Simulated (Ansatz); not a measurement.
# Where Ti_Al puts its levels in the gap of AlN (F-43m)

Charge states of Ti_Al in AlN (F-43m), set against the band edges. Model: a cell of 54 host atoms with 1 Al taken out and 1 Ti put in.

Main program and level: Ansatz 0.2.0; place-levels on r2SCAN runs: charge-transition levels and formation energies with image-charge correction and potential alignment at the atomic sites; PAW set soft_1.

**1. Starting point**

The cell holds 54 atoms: 26 Al, 27 N and 1 Ti. Cell: a = 9.269 Å, b = 9.269 Å, c = 9.269 Å, α = 60.0°, β = 60.0°, γ = 60.0°. It derives from AlN (space group F-43m). Nearest the centre at fractional (0.333, 0.667, 0.667): Ti35 at 0.00 Å, N34 at 1.89 Å, N30 at 1.89 Å, N18 at 1.89 Å, N36 at 1.89 Å, Al23 at 3.09 Å, Al31 at 3.09 Å, Al5 at 3.09 Å.

Coordinates:

```xyz
54
Lattice="0.0000 6.5542 6.5542 6.5542 0.0000 6.5542 6.5542 6.5542 0.0000" Properties=species:S:1:pos:R:3 pbc="T T T"
Al    0.0000    0.0000    0.0000
N     1.0924    1.0924    1.0924
Al    2.1847    2.1847    0.0000
N     3.2771    3.2771    1.0924
Al    4.3695    4.3695    0.0000
N     5.4618    5.4618    1.0924
Al    2.1847    0.0000    2.1847
N     3.2771    1.0924    3.2771
Al    4.3695    2.1847    2.1847
N     5.4618    3.2771    3.2771
Al    6.5542    4.3695    2.1847
N     7.6466    5.4618    3.2771
Al    4.3695    0.0000    4.3695
N     5.4618    1.0924    5.4618
Al    6.5542    2.1847    4.3695
N     7.6466    3.2771    5.4618
Al    8.7389    4.3695    4.3695
N     9.8313    5.4618    5.4618
Al    0.0000    2.1847    2.1847
N     1.0924    3.2771    3.2771
Al    2.1847    4.3695    2.1847
N     3.2771    5.4618    3.2771
Al    4.3695    6.5542    2.1847
N     5.4618    7.6466    3.2771
Al    2.1847    2.1847    4.3695
N     3.2771    3.2771    5.4618
Al    4.3695    4.3695    4.3695
N     5.4618    5.4618    5.4618
Al    6.5542    6.5542    4.3695
N     7.6466    7.6466    5.4618
Al    4.3695    2.1847    6.5542
N     5.4618    3.2771    7.6466
Al    6.5542    4.3695    6.5542
N     7.6466    5.4618    7.6466
Ti    8.7389    6.5542    6.5542
N     9.8313    7.6466    7.6466
Al    0.0000    4.3695    4.3695
N     1.0924    5.4618    5.4618
Al    2.1847    6.5542    4.3695
N     3.2771    7.6466    5.4618
Al    4.3695    8.7389    4.3695
N     5.4618    9.8313    5.4618
Al    2.1847    4.3695    6.5542
N     3.2771    5.4618    7.6466
Al    4.3695    6.5542    6.5542
N     5.4618    7.6466    7.6466
Al    6.5542    8.7389    6.5542
N     7.6466    9.8313    7.6466
Al    4.3695    4.3695    8.7389
N     5.4618    5.4618    9.8313
Al    6.5542    6.5542    8.7389
N     7.6466    7.6466    9.8313
Al    8.7389    8.7389    8.7389
N     9.8313    9.8313    9.8313
```

Known beforehand: the electronic dielectric constant, 4.64, and the static one, 8.51, computed on the host (DFPT, PBEsol, on the r2SCAN cell), and a cell off the functional's own equilibrium shifts the ionic part.

The cell's shortest repeat is 9.3 Å.

**2. The runs of each charge state**

A transition level is the Fermi level at which two charge states cost the same, so each charge needs its own total energy, at its own relaxed structure.

Each atom starts 0.05 Å or so off its site in a random direction: a symmetric start keeps its symmetry, and would miss off-centre moves and Jahn–Teller distortions. Forces are taken at one point at (¼, ¼, ¼). The cell holds 1 electron more than the neutral one, with a uniform background that keeps it neutral on the whole.

The sampling was tested on the host first: at the k-points planned (1x1x1 shifted 0.25 0.25 0.25) its energy lies 0.045 eV an atom from the dense-mesh value, so the final energies take a denser sampling.

One state's input; the others differ in charge, spin, start and seed, and in occupations where the table says so.

qm1.relax/input.yaml reads:

```yaml
crystal:
  lattice:
    - [0.0, 6.55418986, 6.55418986]
    - [6.55418986, 0.0, 6.55418986]
    - [6.55418986, 6.55418986, 0.0]
  atoms:
    - { symbol: Al, position: [0.0, 0.0, 0.0] }
    - { symbol: "N", position: [0.08333333, 0.08333333, 0.08333333] }
    - { symbol: Al, position: [0.0, 0.0, 0.33333333] }
    - { symbol: "N", position: [0.08333333, 0.08333333, 0.41666667] }
    - { symbol: Al, position: [0.0, 0.0, 0.66666667] }
    - { symbol: "N", position: [0.08333333, 0.08333333, 0.75] }
    - { symbol: Al, position: [0.0, 0.33333333, 0.0] }
    - { symbol: "N", position: [0.08333333, 0.41666667, 0.08333333] }
    - { symbol: Al, position: [0.0, 0.33333333, 0.33333333] }
    - { symbol: "N", position: [0.08333333, 0.41666667, 0.41666667] }
    - { symbol: Al, position: [0.0, 0.33333333, 0.66666667] }
    - { symbol: "N", position: [0.08333333, 0.41666667, 0.75] }
    - { symbol: Al, position: [0.0, 0.66666667, 0.0] }
    - { symbol: "N", position: [0.08333333, 0.75, 0.08333333] }
    - { symbol: Al, position: [0.0, 0.66666667, 0.33333333] }
    - { symbol: "N", position: [0.08333333, 0.75, 0.41666667] }
    - { symbol: Al, position: [0.0, 0.66666667, 0.66666667] }
    - { symbol: "N", position: [0.08333333, 0.75, 0.75] }
    - { symbol: Al, position: [0.33333333, 0.0, 0.0] }
    - { symbol: "N", position: [0.41666667, 0.08333333, 0.08333333] }
    - { symbol: Al, position: [0.33333333, 0.0, 0.33333333] }
    - { symbol: "N", position: [0.41666667, 0.08333333, 0.41666667] }
    - { symbol: Al, position: [0.33333333, 0.0, 0.66666667] }
    - { symbol: "N", position: [0.41666667, 0.08333333, 0.75] }
    - { symbol: Al, position: [0.33333333, 0.33333333, 0.0] }
    - { symbol: "N", position: [0.41666667, 0.41666667, 0.08333333] }
    - { symbol: Al, position: [0.33333333, 0.33333333, 0.33333333] }
    - { symbol: "N", position: [0.41666667, 0.41666667, 0.41666667] }
    - { symbol: Al, position: [0.33333333, 0.33333333, 0.66666667] }
    - { symbol: "N", position: [0.41666667, 0.41666667, 0.75] }
    - { symbol: Al, position: [0.33333333, 0.66666667, 0.0] }
    - { symbol: "N", position: [0.41666667, 0.75, 0.08333333] }
    - { symbol: Al, position: [0.33333333, 0.66666667, 0.33333333] }
    - { symbol: "N", position: [0.41666667, 0.75, 0.41666667] }
    - { symbol: Ti, position: [0.33333333, 0.66666667, 0.66666667] }
    - { symbol: "N", position: [0.41666667, 0.75, 0.75] }
    - { symbol: Al, position: [0.66666667, 0.0, 0.0] }
    - { symbol: "N", position: [0.75, 0.08333333, 0.08333333] }
    - { symbol: Al, position: [0.66666667, 0.0, 0.33333333] }
    - { symbol: "N", position: [0.75, 0.08333333, 0.41666667] }
    - { symbol: Al, position: [0.66666667, 0.0, 0.66666667] }
    - { symbol: "N", position: [0.75, 0.08333333, 0.75] }
    - { symbol: Al, position: [0.66666667, 0.33333333, 0.0] }
    - { symbol: "N", position: [0.75, 0.41666667, 0.08333333] }
    - { symbol: Al, position: [0.66666667, 0.33333333, 0.33333333] }
    - { symbol: "N", position: [0.75, 0.41666667, 0.41666667] }
    - { symbol: Al, position: [0.66666667, 0.33333333, 0.66666667] }
    - { symbol: "N", position: [0.75, 0.41666667, 0.75] }
    - { symbol: Al, position: [0.66666667, 0.66666667, 0.0] }
    - { symbol: "N", position: [0.75, 0.75, 0.08333333] }
    - { symbol: Al, position: [0.66666667, 0.66666667, 0.33333333] }
    - { symbol: "N", position: [0.75, 0.75, 0.41666667] }
    - { symbol: Al, position: [0.66666667, 0.66666667, 0.66666667] }
    - { symbol: "N", position: [0.75, 0.75, 0.75] }
  host:
    repeats: [3, 3, 3]
    atoms:
      - { symbol: Al, position: [0.0, 0.0, 0.0] }
      - { symbol: "N", position: [0.25, 0.25, 0.25] }
total_charge: -1
basis:
  ecutwfc: 500
  xc_grid: 2
hamiltonian:
  xc: r2scan
  pseudopotentials: { kind: paw, azcp: { folder: soft_1 } }
kpoints:
  mp_grid: { grid: [1, 1, 1], shift: [0.25, 0.25, 0.25] }
scf:
  occupations: { method: fixed }
  max_iter: 60
output:
  forces: true
  charged_corrections:
    epsilon: 4.64
    static_epsilon: 8.51
    defect_position: [0.333333, 0.666667, 0.666667]
relax:
  f_tol: 0.02
  max_steps: 80
  random_displacement: { amplitude: 0.05, seed: 880 }
checkpoint:
  write: "../qm1.relax.run"
  compress: false
  write_wavefunctions: true
  write_every: 100000
```

Launch:

```
> ansatz run input.yaml --threads 4 --pin off --max-ram 7536MiB --backend cpu --events-out ev --progress --plain --runs-dir out
```

Defect states can disperse in a cell of this size, so the energy is taken again at a 2×2×2 shifted mesh, on the relaxed structure.

The run of this state that the levels use, under r2SCAN:

qm1.point/input.yaml reads:

```yaml
crystal:
  checkpoint: "../qm1.relax.run"
  host: checkpoint
total_charge: -1
basis:
  ecutwfc: 500
  xc_grid: 2
hamiltonian:
  xc: r2scan
  pseudopotentials: { kind: paw, azcp: { folder: soft_1 } }
kpoints:
  mp_grid: { grid: [2, 2, 2], shift: [0.5, 0.5, 0.5] }
scf:
  occupations: { method: fermi_dirac, width: 0.01 }
  max_iter: 60
output:
  forces: true
  eigenvalues: true
  charged_corrections:
    epsilon: 4.64
    static_epsilon: 8.51
    defect_position: [0.333333, 0.666667, 0.666667]
  eigenstates: { localisation: true }
  populations: true
  band_densities: [{ bands: [v1, v1] }, { bands: [c1, c1] }]
  write_density: true
  write_potential: true
  volumetric_format: npy
checkpoint:
  read: "../qm1.relax.run"
  write: "../qm1.point.run"
  compress: false
  write_wavefunctions: false
  write_every: 100000
```

Relaxations under r2SCAN at one point at (¼, ¼, ¼); times on 4 threads of Arm Neoverse V1, shared host:

```
charge  moment (μB)  occupations    outcome  steps  largest displacement against the far atoms (Å)     time
    −1            0        fixed  converged     32                                            0.24  4.2 min
    −1            2        fixed  converged      6                                            0.20  2.5 min
     0            1        fixed  converged     12                                            0.10  5.1 min
    +1            0        fixed  converged      5                                            0.04     53 s
```

Single points under r2SCAN at a 2×2×2 shifted mesh; times on 4 threads of Arm Neoverse V1, shared host:

```
charge  moment (μB)  occupations    outcome     time
    −1            0  fermi-dirac  converged     54 s
    −1            2  fermi-dirac  converged  2.5 min
     0            1  fermi-dirac  converged  2.3 min
    +1            0  fermi-dirac  converged     52 s
```

Distances (Å) from Ti35 to the nearest atoms after relaxation with r2SCAN:

```
charge  moment (μB)      1.      2.      3.      4.       5.       6.
    −1            0  N 1.91  N 1.92  N 2.06  N 2.17  Al 2.84  Al 2.85
    −1            2  N 1.93  N 2.01  N 2.01  N 2.17  Al 2.87  Al 2.91
     0            1  N 1.98  N 1.98  N 1.99  N 1.99  Al 3.10  Al 3.10
    +1            0  N 1.91  N 1.91  N 1.91  N 1.92  Al 3.11  Al 3.11
```

**3. Levels against the band edges, r2SCAN**

A charged cell interacts with its images and the background, and its potential has another zero than the host's. place-levels removes the first by a point-charge model, screened by the static dielectric constant since the ions have relaxed around the charge, and the second by comparing potentials at atoms far from the defect.

The host is a run of the defect-free crystal in the same cutoffs, grids and k-points, so that basis and sampling errors cancel in part in the differences. The host is run in a cell of 2 atoms on a matching mesh. Its band edges are searched through the zone by a band path, so the gap is smaller than, or equal to, that on the mesh. Chemical potentials are energies per atom of Al (fcc) and Ti (hcp), run with the same functional and cutoff.

levels.point.yaml reads:

```yaml
host:
  run: host.point.run
states: [qm1.point.run, qm1_M2.point.run, q0_M1.point.run, qp1.point.run]
geometry_from:
  qm1.point.run: qm1.relax.run
  qm1_M2.point.run: qm1_M2.relax.run
  q0_M1.point.run: q0_M1.relax.run
  qp1.point.run: qp1.relax.run
  host.point.run: host.relax.run
chemical_potentials:
  Al:
    energy: -540.418346
    dataset: <sha256 of the dataset>
  Ti:
    energy: -2504.373567
    dataset: <sha256 of the dataset>
epsilon: 4.64
static_epsilon: 8.51
vertical:
  - { from: qm1.point.run, to: qm1.point_neutral.run }
  - { from: qm1_M2.point.run, to: qm1_M2.point_neutral.run }
  - { from: qp1.point.run, to: qp1.point_neutral.run }
```

Launch:

```
> ansatz place-levels levels.point.yaml -- --threads 4 --pin off --max-ram 7536MiB
```

Numbers of over 12 decimals in the logs are rounded to 6 here.

Log:

```text
[... repeated set-up lines and file paths are left out, and long positions are rounded to six places ...]
(+1/0) 3.516 eV above the valence edge, 0.402 eV under the conduction edge
(0/-1) 4.128 eV above the valence edge (+4.242 eV without the band-filling correction), in the conduction band
formation energy of charge +1: -1.790 eV with the Fermi level at the valence edge
formation energy of charge 0: +1.726 eV with the Fermi level at the valence edge
formation energy of charge -1: +5.853 eV with the Fermi level at the valence edge
vertical -1 to 0: no energy, since no alignment is typed
  the change from vertical[0].from (qm1.point.run) to vertical[0].to (qm1.point_neutral.run): by its spins about the atoms it stands at 0.417 0.637 0.650, with an rms radius of about 2.4 Å (1.7 1.3 1.2 Å across the planes of the cell's vectors); [...]
vertical -1 to 0: no energy, since no alignment is typed
  the change from vertical[1].from (qm1_M2.point.run) to vertical[1].to (qm1_M2.point_neutral.run): by its potential at epsilon 4.64 it stands at 0.357 0.692 0.702, with an rms radius of about 2.0 Å (1.1 1.1 1.3 Å across the planes of the cell's vectors); [...]
vertical +1 to 0: no energy, since no alignment is typed
  the change from vertical[2].from (qp1.point.run) to vertical[2].to (qp1.point_neutral.run): by its spins about the atoms it stands at 0.338 0.672 0.670, with an rms radius of about 2.8 Å (1.6 1.6 1.6 Å across the planes of the cell's vectors); [...]
  edges by r2scan, gap 3.918 eV; the host is sampled to repeats of 18.54 Å
  the defect's cells are sampled to repeats of 18.54 Å, like sampling
  charge +1: -27040.2805 eV with its correction of +0.489 eV, at epsilon 8.51, aligned at sites: +0.1928 eV, mean over 19 atomic sites at or beyond 4.63 Å from the host's site at [0.3332, 0.6666, 0.6666] by the defect at [0.3333, 0.6667, 0.6667], with [...]
  charge 0: +0.000 eV for its dipole among its images, +0.000 omitted
  charge -1: -27019.1215 eV with its correction of +0.028 eV, at epsilon 8.51, aligned at sites: +0.2674 eV, mean over 19 atomic sites at or beyond 4.63 Å from the host's site at [0.3332, 0.6666, 0.6666] by the defect at [0.3333, 0.6667, 0.6667], with [...]
  charge -1: states[0] (qm1.point.run) stands 0.235 eV higher, with a moment of 0.00 μB against 2.00
  of states[3] (qp1.point.run): it parts from the run at its places by a charge that spreads by about 1.6 Å along one vector (1.3 Å or more is wide), by the spins about the atoms, where the cell does not tell a trapped carrier from a band state. [...]
  of states[2] (q0_M1.point.run): its alignment with the host at atomic sites is doubtful: the mean over the far sites moves by +0.0626 eV from their farther parts to their nearer, more than 0.05 eV. [...]
  of states[1] (qm1_M2.point.run): a band-filling correction moves a carrier to the host's band edge, which changes its energy by -0.114 eV; [...]
  of states[0] (qm1.point.run): it parts from the run at its places by a charge that spreads by about 1.7 Å along one vector (1.3 Å or more is wide), by the spins about the atoms, where the cell does not tell a trapped carrier from a band state. [...]
  of vertical[0].from (qm1.point.run): it parts from the run at its places by a charge that spreads by about 1.7 Å along one vector (1.3 Å or more is wide), by the spins about the atoms, where the cell does not tell a trapped carrier from a band state. [...]
  of vertical[0].to (qm1.point_neutral.run): stability_check_not_made
  of vertical[1].from (qm1_M2.point.run): stability_check_not_made
  of vertical[1].to (qm1_M2.point_neutral.run): stability_check_not_made
  of vertical[2].from (qp1.point.run): it parts from the run at its places by a charge that spreads by about 1.6 Å along one vector (1.3 Å or more is wide), by the spins about the atoms, where the cell does not tell a trapped carrier from a band state. [...]
  of vertical[2].to (qp1.point_neutral.run): its moments are held at its close (magnetization.spin_locking), by a field of 0.003 eV a Bohr magneton, and its energy and levels are of the state that this holds: a run that lets them go can end lower; [...]
```

Elapsed: 0.48 s, on 4 threads of Arm Neoverse V1, shared host.

(Part 1 of 2 ends here.)

[Logs are printed without paths, hosts, clocks, repeated set-up lines and the standing remarks that a program may print on its own settings, such as how far it seeks lower states.]

[Hosts, paths, dates, database ids (printed as entryN), source tags and the programs' standing remarks are cut or masked in the printed files.]

[Where a table of states has a column of steps, it counts the stored structures, which are thinned; the runs took as many ionic steps or more.]

[A defect's name tells the site on which it was built; relaxed atoms can leave that site.]

[For some hosts the program warned that the k-mesh of the response run may be too coarse for force constants and the static dielectric constant; such warnings are not shown here.]
